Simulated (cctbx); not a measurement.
# Reading a Patterson map

Space group P1 (no. 1), a = 7.0620 Å, b = 7.1780 Å, c = 7.3290 Å, α = 87.22°, β = 89.75°, γ = 84.30°, content Te7 Cr1 P2 Mg1.

The data are simulated with cctbx, not measured: Ag Kα, λ = 0.56087 Å, to d = 0.7 Å, 50 % of the full sphere, strongest reflection 40000 counts, noise from counting, a 6 % proportional error and a noise floor of 4 counts (s.d.); no absorption, some extinction.

Patterson synthesis, origin scaled to 1000:

```text
Patterson group P -1
      u       v       w   height  length (A)
  0.000   0.000   0.000   1000.0     0.00
  0.375   0.665   0.377    175.4     4.31
  0.446   0.793   0.898    164.9     3.44
  0.469   0.111   0.084    154.4     3.55
  0.328   0.327   0.051    133.8     3.49
  0.307   0.658   0.303    132.1     3.75
  0.184   0.572   0.883    130.6     3.37
  0.274   0.309   0.953    130.2     3.09
  0.184   0.196   0.464    129.1     4.01
  0.312   0.986   0.186    128.5     2.59
  0.129   0.087   0.423    125.6     3.34
  0.333   0.689   0.444    124.4     4.41
  0.267   0.644   0.171    124.3     3.23
  0.283   0.562   0.932    122.3     3.61
```

**Question.** Which atom pairs make the peaks, and where is the heaviest atom?

A peak at u stands for all pairs with xi − xj = u, with weight Σ ZiZj against Σ Z² = 20098 at the origin. Peak heights follow these weights only roughly, since form factors, motion and series ripples differ, all vectors within 0.55 Å of a peak are counted as merged into it though the farther ones add only part of their weight, and F(000) is left out, which lowers the whole map:

| u | v | w | shortest length (Å) | height | 1000 ΣZiZj/ΣZ² | pairs in the cell |
| --- | --- | --- | --- | --- | --- | --- |
| 0.375 | 0.665 | 0.377 | 4.31 | 175 | 269 | 2 × Te–Te |
| 0.446 | 0.793 | 0.898 | 3.44 | 165 | 167 | 1 × Te–Te, 1 × Cr–P, 1 × Cr–Mg |
| 0.469 | 0.111 | 0.084 | 3.55 | 154 | 269 | 2 × Te–Te |
| 0.328 | 0.327 | 0.051 | 3.49 | 134 | 135 | 1 × Te–Te |
| 0.307 | 0.658 | 0.303 | 3.76 | 132 | 135 | 1 × Te–Te |
| 0.184 | 0.572 | 0.883 | 3.36 | 131 | 152 | 1 × Te–Te, 1 × Cr–P |
| 0.274 | 0.309 | 0.953 | 3.09 | 130 | 135 | 1 × Te–Te |
| 0.184 | 0.196 | 0.464 | 4.01 | 129 | 135 | 1 × Te–Te |
| 0.312 | 0.986 | 0.186 | 2.59 | 128 | 194 | 2 × Te–Cr, 1 × Te–P, 1 × Te–Mg |
| 0.129 | 0.087 | 0.423 | 3.34 | 126 | 135 | 1 × Te–Te |

The table stops at ten peaks or at a height of 45, below which ripples compete. In the model behind the data Te, the heaviest element, has 7 independent sites: (0.1977, 0.5201, 0.8598), (0.4736, 0.8333, 0.8098), (0.3260, 0.6122, 0.2777), (0.9166, 0.9552, 0.9239), (0.6473, 0.3169, 0.7510), (0.8315, 0.5070, 0.2135) and (0.5032, 0.1806, 0.1598), up to an allowed shift of origin; the Te–Te vectors are differences of these positions and their symmetry mates. The whole model:

```
atom  mult.       x       y       z  Ueq (Å²)
 Te1      1  0.1977  0.5201  0.8598    0.0048
 Te2      1  0.4736  0.8333  0.8098    0.0026
 Te3      1  0.3260  0.6122  0.2777    0.0028
 Te4      1  0.9166  0.9552  0.9239    0.0030
 Te5      1  0.6473  0.3169  0.7510    0.0018
 Te6      1  0.8315  0.5070  0.2135    0.0015
 Te7      1  0.5032  0.1806  0.1598    0.0024
 Cr1      1  0.5110  0.4997  0.0176    0.0043
  P1      1  0.0727  0.6642  0.1112    0.0045
  P2      1  0.6246  0.0498  0.9116    0.0027
 Mg1      1  0.9538  0.2892  0.9626    0.0025
```

The model was made for the exercise: a known structure type with other elements put in, its volume estimated, not relaxed; displacement parameters are assumed.

[Logs are printed without paths, hosts, clocks, repeated set-up lines and the standing remarks that a program may print on its own settings, such as how far it seeks lower states.]
